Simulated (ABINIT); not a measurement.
# ZrSe3 (P2_1/m): G0W0 with ABINIT, start to end

How does a plane-wave GW calculation on ZrSe3 (P2_1/m) run from the first input to the gap?

Main program and level: ABINIT 10.8.3; PBEsol and many-body steps on it, plane waves.

### 1. The starting structure

The structure is monoclinic, space group P2_1/m (No. 11). Conventional cell: a = 5.411 Å, b = 3.749 Å, c = 9.444 Å, α = 90.00°, β = 97.48°, γ = 90.00°. Nearest to Zr lie 8 Se at 2.72 to 2.87 Å. Nearest to Se lie 4 Zr at 2.72 to 2.87 Å. Nearest to Se lie 1 Se at 2.34 Å and 2 Zr at 2.73 Å. Nearest to Se lie 1 Se at 2.34 Å and 2 Zr at 2.74 Å. Farther neighbours and most contacts between anions are not listed.

The cell and positions come from the Crystallography Open Database and are kept as given unless a step says otherwise.

### 2. Ground state

This step: ABINIT 10.8.3; DFT, PBEsol, plane waves, norm-conserving pseudopotentials.

The ground-state density comes first.

run.abi

```
acell 3*1.0 Angstrom
rprim 
  5.410900000000 -0.000000000000 -0.000000000000
  -0.000000000000 3.748800000000 0.000000000000
  -1.229420909100 0.000000000000 9.363634990100
ntypat 2
znucl 40 34
natom 8
typat 1 1 2 2 2 2 2 2
xred 
  0.285000000000 0.250000000000 0.656000000000
  0.715000000000 0.750000000000 0.344000000000
  0.762000000000 0.250000000000 0.554000000000
  0.238000000000 0.750000000000 0.446000000000
  0.456000000000 0.250000000000 0.174000000000
  0.544000000000 0.750000000000 0.826000000000
  0.888000000000 0.250000000000 0.169000000000
  0.112000000000 0.750000000000 0.831000000000
pp_dirpath "pseudos"
pseudos "Zr.upf, Se.upf"
ecut 48
ngkpt 4 4 2
nshiftk 1
shiftk 0 0 0
kptopt 1
chksymbreak 0
nband 92
occopt 1
tolvrs 1e-08
nstep 60
prtwf 0
optforces 0
optstress 0
indata_prefix "in"
outdata_prefix "out"
tmpdata_prefix "tmp"
```

Run with:

```
OMP_NUM_THREADS=1 mpirun -n 4 abinit run.abi > log
```

Numbers of over 12 decimals in the logs are rounded to 6 here.

The program printed:

```text
.Version 10.8.3 of ABINIT. v10.8.2 released Aug 2026.

 Symmetries : space group P2_1/m (# 11); Bravais mP (primitive monocl.)
================================================================================
 Values of the parameters that define the memory need of the present run
     intxc =       0    ionmov =       0      iscf =       7    lmnmax =       6
     lnmax =       6     mgfft =     120  mpssoang =       3    mqgrid =    5519
     natom =       8  nloc_mem =       1    nspden =       1   nspinor =       1
    nsppol =       1      nsym =       4    n1xccc =    2501    ntypat =       2
    occopt =       1   xclevel =       2
-    mband =          92        mffmem =           1         mkmem =           5
       mpw =       20404          nfft =      368640          nkpt =          18
================================================================================
  Rough estimation (10% accuracy) of disk space for files :
================================================================================

--------------------------------------------------------------------------------
------------- Echo of variables that govern the present computation ------------
--------------------------------------------------------------------------------
 -outvars: echo values of preprocessed input variables --------
            acell      1.8897261259E+00  1.8897261259E+00  1.8897261259E+00 Bohr

      chksymbreak           0
             ecut      4.80000000E+01 Hartree
-          fftalg         312

              ixc     -116133
              kpt      0.00000000E+00  0.00000000E+00  0.00000000E+00
                       2.50000000E-01  0.00000000E+00  0.00000000E+00
                       5.00000000E-01  0.00000000E+00  0.00000000E+00
                       0.00000000E+00  2.50000000E-01  0.00000000E+00
                       2.50000000E-01  2.50000000E-01  0.00000000E+00
                       5.00000000E-01  2.50000000E-01  0.00000000E+00
                       0.00000000E+00  5.00000000E-01  0.00000000E+00
                       2.50000000E-01  5.00000000E-01  0.00000000E+00
                       5.00000000E-01  5.00000000E-01  0.00000000E+00
   [... 7 further rows ...]
                       2.50000000E-01  5.00000000E-01  5.00000000E-01
                       5.00000000E-01  5.00000000E-01  5.00000000E-01
         kptrlatt        4    0    0      0    4    0      0    0    2
          kptrlen      2.83368212E+01
P           mkmem           5
            natom           8
            nband          92
            ngfft          64      48     120
             nkpt          18
            nstep          60
             nsym           4
           ntypat           2
              occ      2.000000  2.000000  2.000000  2.000000  2.000000  2.000000
                       2.000000  2.000000  2.000000  2.000000  2.000000  2.000000
                       2.000000  2.000000  2.000000  2.000000  2.000000  2.000000
                       2.000000  2.000000  2.000000  2.000000  2.000000  2.000000
                       2.000000  2.000000  2.000000  2.000000  2.000000  2.000000
                       2.000000  2.000000  2.000000  2.000000  2.000000  2.000000
                       2.000000  2.000000  2.000000  2.000000  2.000000  2.000000
                       2.000000  2.000000  2.000000  2.000000  2.000000  2.000000
                       2.000000  2.000000  2.000000  2.000000  2.000000  2.000000
   [... 5 further rows ...]
                       0.000000  0.000000  0.000000  0.000000  0.000000  0.000000
                       0.000000  0.000000
        optforces           0
        optstress           0
            prtwf           0
            rprim      5.4109000000E+00 -0.0000000000E+00 -0.0000000000E+00
[...]
spgroup          11

           tolvrs      1.00000000E-08

             xred      2.8500000000E-01  2.5000000000E-01  6.5600000000E-01
[...]
znucl       40.00000   34.00000

================================================================================

 chkinp: Checking input parameters for consistency.

================================================================================
== DATASET  1 ==================================================================
-   mpi_nproc: 4, omp_nthreads: 1 (-1 if OMP is not activated)

--- !DatasetInfo
iteration_state: {dtset: 1, }
dimensions: {natom: 8, nkpt: 18, mband: 92, nsppol: 1, nspinor: 1, nspden: 1, mpw: 20404, }
cutoff_energies: {ecut:  48.0, pawecutdg:  -1.0, }
electrons: {nelect:   1.68000000E+02, charge:   0.00000000E+00, occopt:   1.00000000E+00, tsmear:   1.00000000E-02, }

 Real(R)+Recip(G) space primitive vectors, cartesian coordinates (Bohr,Bohr^-1):
 R(1)= 10.2251191  0.0000000  0.0000000  G(1)=  0.0977984  0.0000000  0.0128407
 R(2)=  0.0000000  7.0842053  0.0000000  G(2)=  0.0000000  0.1411591  0.0000000
 R(3)= -2.3232688  0.0000000 17.6947057  G(3)=  0.0000000  0.0000000  0.0565141
 Unit cell volume ucvol=  1.2817486E+03 bohr^3
 Angles (23,13,12)=  9.00000000E+01  9.74800000E+01  9.00000000E+01 degrees

 getcut: wavevector=  0.0000  0.0000  0.0000  ngfft=  64  48 120
         ecut(hartree)=     48.000   => boxcut(ratio)=   2.00692

--- Pseudopotential description ------------------------------------------------
- Zr Generated using ONCVPSP code by D. R. Hamann
[...]
================================================================================

--- !BeginCycle
iteration_state: {dtset: 1, }
solver: {iscf: 7, nstep: 60, nline: 4, wfoptalg: 0, }
tolerances: {tolvrs: 1.00E-08, }

     iter   Etot(hartree)      deltaE(h)  residm     vres2
 ETOT  1  -2115.6280251635    -2.116E+03 1.667E+00 7.600E+03
 ETOT  2  -2129.2069986794    -1.358E+01 3.880E-02 8.888E+03
 ETOT  3  -2129.9350642867    -7.281E-01 2.825E-02 9.914E+02
 ETOT  4  -2130.0371394328    -1.021E-01 1.700E-02 2.147E+02
 ETOT  5  -2130.0610815578    -2.394E-02 3.673E-02 9.301E+00
 ETOT  6  -2130.0616941721    -6.126E-04 5.748E-03 6.673E+00
 ETOT  7  -2130.0618138002    -1.196E-04 4.118E-03 1.106E-01
 ETOT  8  -2130.0618158257    -2.025E-06 6.028E-03 1.070E-01
 ETOT  9  -2130.0618226590    -6.833E-06 3.033E-03 2.313E-03
 ETOT 10  -2130.0618228138    -1.548E-07 2.236E-03 6.164E-05
 ETOT 11  -2130.0618228168    -3.003E-09 1.237E-03 7.346E-06
 ETOT 12  -2130.0618228171    -2.674E-10 2.397E-03 2.982E-07
 ETOT 13  -2130.0618228170     7.367E-11 2.637E-03 6.040E-08
 ETOT 14  -2130.0618228172    -1.642E-10 3.059E-03 3.022E-09

 At SCF step   14       vres2   =  3.02E-09 < tolvrs=  1.00E-08 =>converged.

--- !ResultsGS
iteration_state: {dtset: 1, }
comment   : Summary of ground state results
lattice_vectors:
- [ 10.2251191,  -0.0000000,  -0.0000000, ]
- [ -0.0000000,   7.0842053,   0.0000000, ]
- [ -2.3232688,   0.0000000,  17.6947057, ]
lattice_lengths: [  10.22512,    7.08421,   17.84657, ]
lattice_angles: [ 90.000,  97.480,  90.000, ] # degrees, (23, 13, 12)
lattice_volume:   1.2817486E+03
convergence: {deltae: -1.642E-10, res2:  3.022E-09, residm:  3.059E-03, diffor:  0.000E+00, }
etotal    :  -2.13006182E+03
entropy   :   0.00000000E+00
fermie    :   2.38806341E-01
cartesian_stress_tensor: null
pressure_GPa: null
xred      :
- [  2.8500E-01,   2.5000E-01,   6.5600E-01, Zr]
- [  7.1500E-01,   7.5000E-01,   3.4400E-01, Zr]
- [  7.6200E-01,   2.5000E-01,   5.5400E-01, Se]
- [  2.3800E-01,   7.5000E-01,   4.4600E-01, Se]
- [  4.5600E-01,   2.5000E-01,   1.7400E-01, Se]
- [  5.4400E-01,   7.5000E-01,   8.2600E-01, Se]
- [  8.8800E-01,   2.5000E-01,   1.6900E-01, Se]
- [  1.1200E-01,   7.5000E-01,   8.3100E-01, Se]
cartesian_forces: null
force_length_stats: {min: null, max: null, mean: null, }

 Integrated electronic density in atomic spheres:
 ------------------------------------------------
 Atom  Sphere_radius  Integrated_density
[...]
================================================================================

 ----iterations are completed or convergence reached----

 Mean square residual over all n,k,spin=   27.522E-07; max=  30.587E-04
 reduced coordinates (array xred) for    8 atoms
[...]
0.238000000000      0.750000000000      0.446000000000
       0.456000000000      0.250000000000      0.174000000000
       0.544000000000      0.750000000000      0.826000000000
       0.888000000000      0.250000000000      0.169000000000
       0.112000000000      0.750000000000      0.831000000000
 rms dE/dt=  0.0000E+00; max dE/dt=  0.0000E+00; dE/dt below (all hartree)
    1       0.000000000000      0.000000000000      0.000000000000
    2       0.000000000000      0.000000000000      0.000000000000
    3       0.000000000000      0.000000000000      0.000000000000
    4       0.000000000000      0.000000000000      0.000000000000
    5       0.000000000000      0.000000000000      0.000000000000
    6       0.000000000000      0.000000000000      0.000000000000
    7       0.000000000000      0.000000000000      0.000000000000
    8       0.000000000000      0.000000000000      0.000000000000

 cartesian coordinates (angstrom) at end:
    1      0.735606     0.937200     6.142545
    2      3.445873     2.811600     3.221090
    3      3.442007     0.937200     5.187454
    4      0.739472     2.811600     4.176181
    5      2.253451     0.937200     1.629272
    6      1.928028     2.811600     7.734363
    7      4.597107     0.937200     1.582454
    8     -0.415628     2.811600     7.781181
 length scales=  1.889726125908  1.889726125908  1.889726125908 bohr
              =  1.000000000000  1.000000000000  1.000000000000 angstroms
 prteigrs : about to open file out_EIG
 Fermi (or HOMO) energy (hartree) =   0.23881   Average Vxc (hartree)=  -0.38856
 Eigenvalues (hartree) for nkpt=  18  k points:
 kpt#   1, nband= 92, wtk=  0.03125, kpt=  0.0000  0.0000  0.0000 (reduced coord)
  -7.39389   -7.39389   -7.39328   -7.39328   -7.36372   -7.36372   -5.18261   -5.18261
  -5.18205   -5.18205   -5.17398   -5.17398   -5.17382   -5.17382   -5.17330   -5.17330
  -5.17315   -5.17315   -5.14702   -5.14702   -5.14674   -5.14674   -5.14603   -5.14603
  -1.56196   -1.56193   -1.52302   -1.52302   -1.51961   -1.51961   -1.51911   -1.51911
  -1.51898   -1.51898   -1.51787   -1.51787   -1.51764   -1.51764   -1.51084   -1.51083
  -1.51071   -1.51071   -1.51009   -1.51008   -1.50997   -1.50997   -1.48659   -1.48654
  -1.48648   -1.48647   -1.48580   -1.48576   -1.48574   -1.48569   -1.48538   -1.48537
  -0.75968   -0.75862   -0.75524   -0.75500   -0.75291   -0.75224   -0.31018   -0.29820
  -0.23585   -0.19788   -0.16860   -0.16779    0.01812    0.03137    0.06677    0.07250
   0.07871    0.12225    0.12829    0.14647    0.16542    0.19778    0.20719    0.21257
   0.21328    0.21695    0.23451    0.23881    0.26249    0.27650    0.33640    0.34367
   0.35061    0.35448    0.36892    0.36924
 prteigrs : prtvol=0 or 1, do not print more k-points.

--- !EnergyTerms
iteration_state     : {dtset: 1, }
comment             : Components of total free energy in Hartree
kinetic             :  9.05429333675655E+02
hartree             :  8.73398837803157E+02
xc                  : -1.91315596940560E+02
Ewald energy        : -9.29402595844536E+02
psp_core            :  2.48313850052819E+01
local_psp           : -2.30838322091720E+03
non_local_psp       : -5.04619965598988E+02
total_energy        : -2.13006182281719E+03
total_energy_eV     : -5.79619349884970E+04
band_energy         : -3.78649859837559E+02

== END DATASET(S) ==============================================================
================================================================================

 -outvars: echo values of variables after computation  --------
           etotal     -2.1300618228E+03
            nband          92
             nkpt          18
          spgroup          11
 [... the other variables as echoed above ...]

 Calculation completed.
```

Wall time 9.2 min (4 MPI ranks of Arm Neoverse V2, shared host); peak memory 1.1 GiB; 37 min of CPU time.

Numbers from this step:

```
total energy               : -57961.9350 eV
gap                        : 0.3157 eV
k of the valence top       : 0, 0, 0
k of the conduction bottom : 0.5, 0, 0
least direct gap           : 0.5875 eV
```

The gap is indirect, with the least direct gap 0.27 eV higher.

### 3. Empty states on the mesh, 2×4×1 mesh, 205 bands

The sums over transitions need many empty states on a uniform mesh; this step solves for them.

Edit run.abi of step 2 so:

```diff
@@ -21,3 +21,3 @@
 ecut 48
-ngkpt 4 4 2
+ngkpt 2 4 1
 nshiftk 1
@@ -26,9 +26,10 @@
 chksymbreak 0
-nband 92
-occopt 1
-tolvrs 1e-08
+iscf -2
+irdden 1
+istwfk *1
+nband 205
+nbdbuf 18
+tolwfr 1e-09
 nstep 60
-prtwf 0
-optforces 0
-optstress 0
+prtvol 0
 indata_prefix "in"
```

The program printed:

```text
.Version 10.8.3 of ABINIT. v10.8.2 released Aug 2026.

 Symmetries : space group P2_1/m (# 11); Bravais mP (primitive monocl.)
[... echo of the input left out ...]
== DATASET  1 ==================================================================
-   mpi_nproc: 4, omp_nthreads: 1 (-1 if OMP is not activated)

--- !DatasetInfo
iteration_state: {dtset: 1, }
dimensions: {natom: 8, nkpt: 6, mband: 205, nsppol: 1, nspinor: 1, nspden: 1, mpw: 20400, }
cutoff_energies: {ecut:  48.0, pawecutdg:  -1.0, }
electrons: {nelect:   1.68000000E+02, charge:   0.00000000E+00, occopt:   1.00000000E+00, tsmear:   1.00000000E-02, }

 Real(R)+Recip(G) space primitive vectors, cartesian coordinates (Bohr,Bohr^-1):
 R(1)= 10.2251191  0.0000000  0.0000000  G(1)=  0.0977984  0.0000000  0.0128407
 R(2)=  0.0000000  7.0842053  0.0000000  G(2)=  0.0000000  0.1411591  0.0000000
 R(3)= -2.3232688  0.0000000 17.6947057  G(3)=  0.0000000  0.0000000  0.0565141
 Unit cell volume ucvol=  1.2817486E+03 bohr^3
 Angles (23,13,12)=  9.00000000E+01  9.74800000E+01  9.00000000E+01 degrees

 getcut: wavevector=  0.0000  0.0000  0.0000  ngfft=  64  48 120
         ecut(hartree)=     48.000   => boxcut(ratio)=   2.00692

--- Pseudopotential description ------------------------------------------------
- Zr Generated using ONCVPSP code by D. R. Hamann
- 40.00000  12.00000  180301                  znucl, zion, pspdat
12 -116133 2 -1 1604                          pspcod,pspxc,lmax,lloc,mmax
     nproj     2     2     2
  pspatm : epsatm=   18.88750569
         --- l  ekb(1:nproj) -->
             0   10.584966    0.890424
             1    5.814585    0.741293
             2    1.525459    0.487901
 pspatm: atomic psp has been read  and splines computed

- Se Generated using ONCVPSP code by D. R. Hamann
- 34.00000  24.00000  180301                  znucl, zion, pspdat
12 -116133 2 -1 1198                          pspcod,pspxc,lmax,lloc,mmax
     nproj     2     2     2
  pspatm : epsatm=   25.27915816
         --- l  ekb(1:nproj) -->
[...]
pspatm: atomic psp has been read  and splines computed

--------------------------------------------------------------------------------

================================================================================
 prteigrs : about to open file out_EIG
 Non-SCF case, kpt    1 (  0.00000  0.00000  0.00000), residuals and eigenvalues=
  4.76E-10  6.85E-10  6.77E-10  3.20E-10  8.55E-10  6.77E-10  3.18E-10  2.67E-10
  3.02E-10  2.03E-10  2.73E-10  2.85E-10  3.19E-10  2.19E-10  2.81E-10  2.31E-10
  2.78E-10  2.06E-10  3.19E-10  3.85E-10  2.47E-10  2.42E-10  2.76E-10  2.42E-10
[...]
1.32E-05  8.10E-05  3.88E-05  1.09E-04  1.15E-03
 -7.3939E+00 -7.3939E+00 -7.3933E+00 -7.3933E+00 -7.3637E+00 -7.3637E+00
 -5.1826E+00 -5.1826E+00 -5.1820E+00 -5.1820E+00 -5.1740E+00 -5.1740E+00
 -5.1738E+00 -5.1738E+00 -5.1733E+00 -5.1733E+00 -5.1732E+00 -5.1732E+00
[...]
1.4537E+00  1.4660E+00  1.4674E+00  1.4691E+00  1.4844E+00  1.5050E+00
  1.5164E+00  1.5184E+00  1.5219E+00  1.5414E+00  1.5458E+00  1.5474E+00
  1.5557E+00
 prteigrs : prtvol=0 or 1, do not print more k-points.

--- !ResultsGS
iteration_state: {dtset: 1, }
comment   : Summary of ground state results
lattice_vectors:
- [ 10.2251191,  -0.0000000,  -0.0000000, ]
- [ -0.0000000,   7.0842053,   0.0000000, ]
- [ -2.3232688,   0.0000000,  17.6947057, ]
lattice_lengths: [  10.22512,    7.08421,   17.84657, ]
lattice_angles: [ 90.000,  97.480,  90.000, ] # degrees, (23, 13, 12)
lattice_volume:   1.2817486E+03
convergence: {deltae:  0.000E+00, res2:  0.000E+00, residm:  9.974E-10, diffor:  0.000E+00, }
etotal    :  -2.13006182E+03
entropy   :   0.00000000E+00
fermie    :   2.38806341E-01
cartesian_stress_tensor: null
pressure_GPa: null
xred      :
- [  2.8500E-01,   2.5000E-01,   6.5600E-01, Zr]
- [  7.1500E-01,   7.5000E-01,   3.4400E-01, Zr]
- [  7.6200E-01,   2.5000E-01,   5.5400E-01, Se]
- [  2.3800E-01,   7.5000E-01,   4.4600E-01, Se]
- [  4.5600E-01,   2.5000E-01,   1.7400E-01, Se]
- [  5.4400E-01,   7.5000E-01,   8.2600E-01, Se]
- [  8.8800E-01,   2.5000E-01,   1.6900E-01, Se]
- [  1.1200E-01,   7.5000E-01,   8.3100E-01, Se]
cartesian_forces: null
force_length_stats: {min: null, max: null, mean: null, }

 Integrated electronic density in atomic spheres:
 ------------------------------------------------
 Atom  Sphere_radius  Integrated_density
[...]
================================================================================

 ----iterations are completed or convergence reached----

 Mean square residual over all n,k,spin=   48.172E-11; max=  99.743E-11
 reduced coordinates (array xred) for    8 atoms
[...]
0.888000000000      0.250000000000      0.169000000000
       0.112000000000      0.750000000000      0.831000000000

 cartesian coordinates (angstrom) at end:
    1      0.735606     0.937200     6.142545
    2      3.445873     2.811600     3.221090
    3      3.442007     0.937200     5.187454
[...]
7      4.597107     0.937200     1.582454
    8     -0.415628     2.811600     7.781181
 length scales=  1.889726125908  1.889726125908  1.889726125908 bohr
              =  1.000000000000  1.000000000000  1.000000000000 angstroms
 prteigrs : about to open file out_EIG
 Eigenvalues (hartree) for nkpt=   6  k points:
 kpt#   1, nband=205, wtk=  0.12500, kpt=  0.0000  0.0000  0.0000 (reduced coord)
[...]
1.40970    1.41324    1.42684    1.42996    1.43920    1.43979    1.45022    1.45119
   1.45370    1.46599    1.46736    1.46912    1.48440    1.50497    1.51639    1.51838
   1.52190    1.54139    1.54583    1.54742    1.55571
 prteigrs : prtvol=0 or 1, do not print more k-points.

== END DATASET(S) ==============================================================
================================================================================

 -outvars: echo values of variables after computation  --------
            nband         205
             nkpt           6
          spgroup          11
 [... the other variables as echoed above ...]

 Calculation completed.
```

Wall time 5.6 min (4 MPI ranks); peak memory 0.83 GiB.

This step gave:

```yaml
gap: 0.3157 eV
k_of_the_valence_top: 0, 0, 0
k_of_the_conduction_bottom: 0.5, 0, 0
least_direct_gap: 0.6242 eV
k_points_computed: 6
lowest_point_of_the_top_converged_band_above_the_valence_top: 30.72 eV
```

On this mesh the gap is 0.316 eV.

(Part 1 of 2 ends here.)

[Paths, hosts, dates, memory and timing lines, banners, echoed tables and standing remarks are left out of the program output.]

[Logs are printed without paths, hosts, clocks, repeated set-up lines and the standing remarks that a program may print on its own settings, such as how far it seeks lower states.]

[Runs of the session that timed out or met a known fault of the program may be left out.]

[Hosts, paths, dates, database ids (printed as entryN), source tags and the programs' standing remarks are cut or masked in the printed files.]

[G0W0 gaps are taken among the corrected bands and points alone; a level outside them can change the order at an edge.]

[Where Ansatz stands beside ABINIT at settings called matched, ABINIT's density can come from a denser mesh and the files from another edition; pairs whose starting gaps differed by over 0.03 eV were left out, so agreement reads better than it is.]
